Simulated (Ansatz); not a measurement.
# Σ5 (310) boundary in fcc Cu: structure and resistance, part 3 of 3

Aim: the relaxed structure and the specific resistance of the Σ5 (310) boundary in fcc Cu.

Ansatz 0.2.0; Ansatz plane-wave DFT, PBE, PAW files; relaxation of a bicrystal slab with its lowest layers held; PAW set soft_1 (the session's first sound run).

So far. Step 3 (Transmission across the boundary): Over the solved energies the transmission per spin lies between 2.51 and 2.55, out of 3.00 channels of the lead on average (up to 3.04). Step 4 (Specific resistance): Averaged over the energies near the Fermi level, 84.5 % of the channels pass, which makes 0.164 fΩ m².

**5. Single-crystal slab for reference**

The free faces cost energy too. A single-crystal slab with the same faces and held layers is relaxed, so that they cancel.

This step: Ansatz plane-wave DFT, PBE, PAW files; relaxation of a single-crystal slab with its lowest layers held; PAW set soft_1 (Ansatz 0.2.0).

System of this step: Cu slab, plane (3, 1, 0). The cell holds 34 atoms: 34 Cu. Cell: a = 5.716 Å, b = 3.615 Å, c = 29.862 Å, α = 90.0°, β = 90.0°, γ = 90.0°. It derives from Cu. Vacuum lies along c.

Contents of input.yaml:

```yaml
crystal:
  lattice:
    - [5.7157536252, 0.0, 0.0]
    - [0.0, 3.61496, 0.0]
    - [0.0, 0.0, 29.8619869625]
  atoms:
    - { symbol: Cu, position: [0.9000000002, 0.5, 0.1674369494] }
    - { symbol: Cu, position: [0.6000000002, 0.0, 0.1865775164] }
    - { symbol: Cu, position: [0.3000000002, 0.5, 0.2057180834] }
    - { symbol: Cu, position: [2.0e-10, 1.0, 0.2248586504] }
    - { symbol: Cu, position: [0.7000000002, 0.5, 0.2439992174] }
    - { symbol: Cu, position: [0.4000000002, 0.0, 0.2631397844] }
    - { symbol: Cu, position: [0.1000000002, 0.5, 0.2822803515] }
    - { symbol: Cu, position: [0.8000000002, 0.0, 0.3014209185] }
    - { symbol: Cu, position: [0.5000000002, 0.5, 0.3205614855] }
    - { symbol: Cu, position: [0.2000000002, 0.0, 0.3397020525] }
    - { symbol: Cu, position: [0.9000000002, 0.5, 0.3588426195] }
    - { symbol: Cu, position: [0.6000000002, 1.0, 0.3779831865] }
    - { symbol: Cu, position: [0.3000000001, 0.5, 0.3971237535] }
    - { symbol: Cu, position: [1.0e-10, 0.0, 0.4162643205] }
    - { symbol: Cu, position: [0.7000000001, 0.5, 0.4354048875] }
    - { symbol: Cu, position: [0.4000000001, 0.0, 0.4545454545] }
    - { symbol: Cu, position: [0.1000000001, 0.5, 0.4736860216] }
    - { symbol: Cu, position: [0.8000000001, 0.0, 0.4928265886] }
    - { symbol: Cu, position: [0.5000000001, 0.5, 0.5119671556] }
    - { symbol: Cu, position: [0.2000000001, 0.0, 0.5311077226] }
    - { symbol: Cu, position: [0.9000000001, 0.5, 0.5502482896] }
    - { symbol: Cu, position: [0.6000000001, 0.0, 0.5693888566] }
    - { symbol: Cu, position: [0.3000000001, 0.5, 0.5885294236] }
    - { symbol: Cu, position: [1.0e-10, 0.0, 0.6076699906] }
    - { symbol: Cu, position: [0.7000000001, 0.5, 0.6268105576] }
    - { symbol: Cu, position: [0.4000000001, 0.0, 0.6459511246] }
    - { symbol: Cu, position: [0.1, 0.5, 0.6650916917] }
    - { symbol: Cu, position: [0.8, 0.0, 0.6842322587] }
    - { symbol: Cu, position: [0.5, 0.5, 0.7033728257] }
    - { symbol: Cu, position: [0.2, 0.0, 0.7225133927] }
    - { symbol: Cu, position: [0.9, 0.5, 0.7416539597] }
    - { symbol: Cu, position: [0.6, 0.0, 0.7607945267] }
    - { symbol: Cu, position: [0.3, 0.5, 0.7799350937] }
    - { symbol: Cu, position: [0.0, 0.0, 0.7990756607] }
kpoints:
  mp_grid: { grid: [4, 7, 1] }
hamiltonian:
  xc: pbe
  pseudopotentials: { kind: paw, azcp: { folder: soft_1 } }
scf:
  occupations: { method: fermi_dirac, width: 0.1 }
relax:
  f_tol: 0.03
  max_steps: 80
  constraints: [{ sites: [0, 1, 2, 3, 4, 5] }]
```

Run with:

```
> ansatz run input.yaml --threads 4 --pin off --max-ram 15360MiB --backend cpu --events-out ev --progress --plain --runs-dir out
```

Numbers of over 12 decimals in the logs are rounded to 6 here.

Output:

```text
Warning: crystal.symmetry: narrowed to the stabiliser of the relax constraints — unitary ops 4 → 2; lowered at sites 0, 1, 2, 3, 4, 5, 28, 29, 30, 31, 32, 33 (the operations that carried what is held of a site onto what its image site leaves free; the constrained walk keeps no symmetry that its constraints do not admit)
[...]
Crystal: 34 atoms, lattice volume = 617.015 Å³
Basis set: ecut = 420 eV, 12021 PW (Γ), exchange–correlation on 80×50×400 points (8 copies of the dense FFT grid, shifted against one another)
Bands: 388, of which v1, the nominal top of the filled ones, is band 323 counted from 1 (322 counted from 0)
Symmetry: 2 space group operations
k-points: 12 of 28 (time reversal used)
[...]
SCF iter   1: F=—  HF=-225281.463356 eV  |F-HF|=—  |Δ(HF+E_count)|=         —  Δρ=2.09e-1  dr2=1.63e2  ethr=3.10e-3  ⟨swp⟩=6.0  Hψ=17415  notcnv=0  defer=31
[...]
SCF iter  10: F=-225252.157892 eV  HF=-225252.157874 eV  |F-HF|=1.80e-5  |Δ(HF+E_count)|=   1.71e-5  Δρ=4.50e-5  dr2=8.02e-6  ethr=3.48e-9  ⟨swp⟩=4.0  Hψ=14710  notcnv=0
SCF 1 converged in 10 iterations: F = -225252.157892 eV  dr2 = 8.02e-6
[...]
relax step   1: F+E_penalty+E_count = -225252.15789214 eV  Δ(F+E_penalty+E_count) = +0.000e0 eV  max|allowed force component| = 5.208e-1 eV/Å  Δτ_max = 0.0000 Å  (10 SCF iters, dr2 threshold 2.25e-5 eV, accepted)
[...]
SCF iter   7: F=-225252.197125 eV  HF=-225252.197138 eV  |F-HF|=1.29e-5  |Δ(HF+E_count)|=   7.87e-6  Δρ=4.98e-5  dr2=1.16e-5  ethr=2.49e-9  ⟨swp⟩=4.0  Hψ=14200  notcnv=0
SCF 2 converged in 7 iterations: F = -225252.197125 eV  dr2 = 1.16e-5
relax step   2: F+E_penalty+E_count = -225252.19712508 eV  Δ(F+E_penalty+E_count) = -3.923e-2 eV  max|allowed force component| = 3.260e-1 eV/Å  Δτ_max = 0.0563 Å  (7 SCF iters, dr2 threshold 1.70e-5 eV, accepted)
SCF iter   1: F=—  HF=-225252.427202 eV  |F-HF|=—  |Δ(HF+E_count)|=         —  Δρ=1.16e-2  dr2=4.90e-1  ethr=6.72e-4  ⟨swp⟩=5.6  Hψ=11553  notcnv=0  defer=550
[...]
SCF iter   9: F=-225252.227731 eV  HF=-225252.227733 eV  |F-HF|=1.83e-6  |Δ(HF+E_count)|=   1.68e-7  Δρ=9.86e-6  dr2=2.16e-6  ethr=1.03e-9  ⟨swp⟩=3.0  Hψ=12154  notcnv=0
SCF 3 converged in 9 iterations: F = -225252.227731 eV  dr2 = 2.16e-6
relax step   3: F+E_penalty+E_count = -225252.22773125 eV  Δ(F+E_penalty+E_count) = -3.061e-2 eV  max|allowed force component| = 5.179e-2 eV/Å  Δτ_max = 0.1260 Å  (9 SCF iters, dr2 threshold 6.64e-6 eV, accepted)
SCF iter   1: F=—  HF=-225252.233255 eV  |F-HF|=—  |Δ(HF+E_count)|=         —  Δρ=1.57e-3  dr2=8.04e-3  ethr=1.47e-5  ⟨swp⟩=3.9  Hψ=8210  notcnv=0  defer=551
[...]
SCF iter   9: F=-225252.228471 eV  HF=-225252.228471 eV  |F-HF|=3.35e-9  |Δ(HF+E_count)|=   3.59e-8  Δρ=1.43e-6  dr2=1.22e-8  ethr=1.55e-11  ⟨swp⟩=4.0  Hψ=13165  notcnv=0
SCF 4 converged in 9 iterations: F = -225252.228471 eV  dr2 = 1.22e-8
relax step   4: F+E_penalty+E_count = -225252.22847075 eV  Δ(F+E_penalty+E_count) = -7.395e-4 eV  max|allowed force component| = 1.090e-2 eV/Å  Δτ_max = 0.0189 Å  (9 SCF iters, accepted)
SCF converged after 9 iterations
Free energy (F): -225252.228471 eV
[...]
Internal energy: -225251.907983 eV  (E = F + TS)
E sigma→0 (E₀):  -225252.068227 eV
Entropy (-TS):   -0.320487 eV (-9.426 meV/atom)
Fermi energy:    9.141179 eV
[...]
--- Forces (eV/Å), atoms counted from 1 ---
  atom   1  Cu    -0.10813027     0.00000000     0.52406005
  atom   2  Cu     0.07250488     0.00000000     0.15055293
  atom   3  Cu    -0.02588326     0.00000000    -0.07337652
  atom   4  Cu     0.10210222     0.00000000    -0.37000167
  atom   5  Cu    -0.02589346     0.00000000    -0.20364773
  atom   6  Cu    -0.03677120     0.00000000    -0.02948300
  atom   7  Cu    -0.00044710     0.00000000     0.00011601
  atom   8  Cu    -0.00023278     0.00000000    -0.00070375
  atom   9  Cu     0.00046510     0.00000000    -0.00048366
  atom  10  Cu     0.00024886     0.00000000     0.00051639
  atom  11  Cu    -0.00012099     0.00000000     0.00052076
  atom  12  Cu    -0.00012503     0.00000000     0.00076350
  atom  13  Cu     0.00055075     0.00000000    -0.00018224
  atom  14  Cu     0.00045515     0.00000000     0.00078666
  atom  15  Cu     0.00060034     0.00000000     0.00106090
  atom  16  Cu     0.00061208     0.00000000     0.00072687
  atom  17  Cu     0.00120672     0.00000000     0.00012233
  atom  18  Cu     0.00039493     0.00000000     0.00041334
  atom  19  Cu     0.00035387     0.00000000     0.00065144
  atom  20  Cu     0.00031882     0.00000000     0.00075995
  atom  21  Cu     0.00129082     0.00000000     0.00009003
  atom  22  Cu     0.00122111     0.00000000    -0.00002552
  atom  23  Cu     0.00093697     0.00000000     0.00075444
  atom  24  Cu     0.00068448     0.00000000     0.00148258
  atom  25  Cu     0.00209594     0.00000000    -0.00086289
  atom  26  Cu     0.00259283     0.00000000    -0.00240788
  atom  27  Cu    -0.00128331     0.00000000     0.00344294
  atom  28  Cu     0.00203143     0.00000000     0.00248382
  atom  29  Cu     0.00509437     0.00000000    -0.00482236
  atom  30  Cu    -0.00277615     0.00000000    -0.00731860
  atom  31  Cu    -0.00048036     0.00000000    -0.00316031
  atom  32  Cu     0.00025696     0.00000000     0.00084671
  atom  33  Cu    -0.00210923     0.00000000    -0.00470259
  atom  34  Cu     0.00813034     0.00000000     0.01089540
  max |Σ_I F_I| component: 1.32e-4 eV/Å
--- Relaxed structure (4 steps of the walk, 4 accepted, 0 SCFs on fresh bases) ---
  F+E_penalty+E_count = -225252.22847075 eV   max|allowed force component| = 1.090e-2 eV/Å
  atoms:
    - { symbol: Cu, position: [0.900000, 0.5, 0.167437] }
    - { symbol: Cu, position: [0.600000, 0.0, 0.186578] }
    - { symbol: Cu, position: [0.300000, 0.5, 0.205718] }
    - { symbol: Cu, position: [2.1176469321416106e-10, 1.0, 0.224859] }
    - { symbol: Cu, position: [0.700000, 0.5, 0.243999] }
    - { symbol: Cu, position: [0.400000, 0.0, 0.263140] }
    - { symbol: Cu, position: [0.100183, 0.5, 0.283002] }
    - { symbol: Cu, position: [0.801566, 0.0, 0.302183] }
    - { symbol: Cu, position: [0.502922, 0.5, 0.321243] }
    - { symbol: Cu, position: [0.203936, 0.0, 0.340665] }
    - { symbol: Cu, position: [0.904158, 0.5, 0.360293] }
    - { symbol: Cu, position: [0.605248, 1.0, 0.379369] }
    - { symbol: Cu, position: [0.305648, 0.5, 0.398624] }
    - { symbol: Cu, position: [0.0055108, 0.0, 0.418028] }
    - { symbol: Cu, position: [0.704984, 0.5, 0.437510] }
    - { symbol: Cu, position: [0.405312, 0.0, 0.456633] }
    - { symbol: Cu, position: [0.105259, 0.5, 0.475964] }
    - { symbol: Cu, position: [0.805709, 0.0, 0.495432] }
    - { symbol: Cu, position: [0.505566, 0.5, 0.514773] }
    - { symbol: Cu, position: [0.205934, 0.0, 0.533937] }
    - { symbol: Cu, position: [0.905628, 0.5, 0.553375] }
    - { symbol: Cu, position: [0.605502, 0.0, 0.572748] }
    - { symbol: Cu, position: [0.305754, 0.5, 0.592073] }
    - { symbol: Cu, position: [0.00694264, 0.0, 0.611249] }
    - { symbol: Cu, position: [0.707762, 0.5, 0.630695] }
    - { symbol: Cu, position: [0.408604, 0.0, 0.650039] }
    - { symbol: Cu, position: [0.109096, 0.5, 0.669498] }
    - { symbol: Cu, position: [0.811609, 0.0, 0.688730] }
    - { symbol: Cu, position: [0.513991, 0.5, 0.707910] }
    - { symbol: Cu, position: [0.213726, 0.0, 0.726890] }
    - { symbol: Cu, position: [0.904168, 0.5, 0.748079] }
    - { symbol: Cu, position: [0.609588, 0.0, 0.766421] }
    - { symbol: Cu, position: [0.311656, 0.5, 0.782850] }
    - { symbol: Cu, position: [0.018205, 0.0, 0.799954] }
```

The job ended after 8.6 min (4 threads of Arm Neoverse V2, shared host; peak memory 5.2 GiB; 33 min of CPU time).

Relaxation path:

| step | energy less that of the first step (eV) | largest force component (eV/Å) |
| --- | --- | --- |
| 1 | 0.0000 | 0.5208 |
| 2 | -0.0392 | 0.3260 |
| 3 | -0.0698 | 0.0518 |
| 4 | -0.0706 | 0.0109 |

The atoms that moved most (Å):

| atom | dx | dy | dz | length |
| --- | --- | --- | --- | --- |
| Cu31 | 0.024 | 0.000 | 0.192 | 0.193 |
| Cu32 | 0.055 | 0.000 | 0.168 | 0.177 |
| Cu29 | 0.080 | 0.000 | 0.135 | 0.157 |
| Cu30 | 0.078 | 0.000 | 0.131 | 0.152 |
| Cu28 | 0.066 | 0.000 | 0.134 | 0.150 |
| Cu27 | 0.052 | 0.000 | 0.132 | 0.141 |
| Cu26 | 0.049 | 0.000 | 0.122 | 0.132 |
| Cu25 | 0.044 | 0.000 | 0.116 | 0.124 |

The relaxed structure:

```xyz
34
Lattice="5.7158 0.0000 0.0000 0.0000 3.6150 0.0000 0.0000 0.0000 29.8620" Properties=species:S:1:pos:R:3
Cu    5.1442    1.8075    5.0000
Cu    3.4295    0.0000    5.5716
Cu    1.7147    1.8075    6.1432
Cu    0.0000    3.6150    6.7147
Cu    4.0010    1.8075    7.2863
Cu    2.2863    0.0000    7.8579
Cu    0.5726    1.8075    8.4510
Cu    4.5816    0.0000    9.0238
Cu    2.8746    1.8075    9.5929
Cu    1.1656    0.0000   10.1729
Cu    5.1679    1.8075   10.7591
Cu    3.4594    3.6150   11.3287
Cu    1.7470    1.8075   11.9037
Cu    0.0315    0.0000   12.4831
Cu    4.0295    1.8075   13.0649
Cu    2.3167    0.0000   13.6360
Cu    0.6016    1.8075   14.2132
Cu    4.6052    0.0000   14.7946
Cu    2.8897    1.8075   15.3721
Cu    1.1771    0.0000   15.9444
Cu    5.1763    1.8075   16.5249
Cu    3.4609    0.0000   17.1034
Cu    1.7476    1.8075   17.6805
Cu    0.0397    0.0000   18.2531
Cu    4.0454    1.8075   18.8338
Cu    2.3355    0.0000   19.4115
Cu    0.6236    1.8075   19.9925
Cu    4.6390    0.0000   20.5669
Cu    2.9378    1.8075   21.1396
Cu    1.2216    0.0000   21.7064
Cu    5.1680    1.8075   22.3391
Cu    3.4843    0.0000   22.8869
Cu    1.7813    1.8075   23.3775
Cu    0.1041    0.0000   23.8882
```

Numbers from this step:

```
free energy             : -225252.2285 eV
energy at zero smearing : -225252.0682 eV
Fermi energy            : 9.141 eV
```

The largest force component on a free atom ends at 0.011 eV/Å, under the tolerance of 0.03, after 4 steps.

**6. Bulk reference**

The perfect crystal gives the energy per atom, for the atoms by which bicrystal and slab differ.

This step: Ansatz plane-wave DFT, PBE, PAW files; bulk reference; PAW set soft_1 (Ansatz 0.2.0).

System of this step: Cu. It takes space group Fm-3m (No. 225, cubic). Conventional cell: a = 3.615 Å, b = 3.615 Å, c = 3.615 Å, α = 90.00°, β = 90.00°, γ = 90.00°. Nearest to Cu lie 12 Cu at 2.56 Å.

input.yaml, the sections that differ from step 5:

```yaml
crystal:
  lattice:
    - [0.0, 1.80748, 1.80748]
    - [1.80748, 0.0, 1.80748]
    - [1.80748, 1.80748, 0.0]
  atoms:
    - { symbol: Cu, position: [0.0, 0.0, 0.0] }
kpoints:
  mp_grid: { grid: [21, 21, 21] }
# hamiltonian, scf: as in step 5
# relax: removed
```

Output:

```text
[...]
Crystal: 1 atoms, lattice volume = 11.810 Å³
Basis set: ecut = 420 eV, 259 PW (Γ)
Bands: 14, of which v1, the nominal top of the filled ones, is band 10 counted from 1 (9 counted from 0)
Symmetry: 48 space group operations
[...]
k-points: 286 of 9261
[...]
SCF iter   1: F=—  HF=-6626.103945 eV  |F-HF|=—  |Δ(HF+E_count)|=         —  Δρ=2.68e-1  dr2=5.09e0  ethr=3.10e-3  ⟨swp⟩=4.9  Hψ=19163  notcnv=0
[...]
SCF iter   7: F=-6625.187333 eV  HF=-6625.187333 eV  |F-HF|=7.64e-11  |Δ(HF+E_count)|=  1.01e-10  Δρ=1.66e-6  dr2=1.97e-10  ethr=5.26e-10  ⟨swp⟩=2.0  Hψ=7881  notcnv=0
SCF 1 converged in 7 iterations: F = -6625.187333 eV  dr2 = 1.97e-10
[...]
SCF converged after 7 iterations
Free energy (F): -6625.187333 eV
[...]
Internal energy: -6625.176373 eV  (E = F + TS)
E sigma→0 (E₀):  -6625.181853 eV
Entropy (-TS):   -0.010960 eV (-10.960 meV/atom)
Fermi energy:    16.384214 eV
[...]
```

It took 0.62 s on 4 threads; peak memory 0.3 GiB; 2 s of CPU time.

This step gave:

| Item | Value |
| --- | --- |
| free energy | -6625.1873 eV |
| energy at zero smearing | -6625.1819 eV |
| Fermi energy | 16.38 eV |

**7. Boundary energy**

This step: Ansatz plane-wave DFT, PBE, PAW files; bicrystal less single-crystal slab less bulk atoms, a boundary area; PAW set soft_1 (Ansatz 0.2.0).

Numbers from this step:

* excess energy of the cell: 1.108 eV
* boundary energy: 0.8592 J/m²

The boundary costs 0.86 J/m².

By hand: 1.11 eV / 20.66 Å² × 16.02 = 0.859 J/m².

**8. Results**

| Item | Value |
| --- | --- |
| specific resistance of the boundary | 0.164 fΩ m² |
| share of channels that pass | 0.845 |
| boundary energy | 0.859 J/m² |

**Reading.** The boundary has a specific resistance of 0.16 fΩ m² and an energy of 0.86 J/m². The boundary reflects 16 % of the channels; 0.16 fΩ m² is 1.6×10⁻¹² Ω·cm². That equals the resistance of 9.5 nm of bulk Cu at 300 K (measured 1.725 µΩ cm, CRC Handbook of Chemistry and Physics, 84th ed., 2003, Electrical Resistivity of Pure Metals). One starting structure was relaxed; another shift or atom count at the boundary may lie lower.

[Logs are printed without paths, hosts, clocks, repeated set-up lines and the standing remarks that a program may print on its own settings, such as how far it seeks lower states.]

[Hosts, paths, dates, database ids (printed as entryN), source tags and the programs' standing remarks are cut or masked in the printed files.]
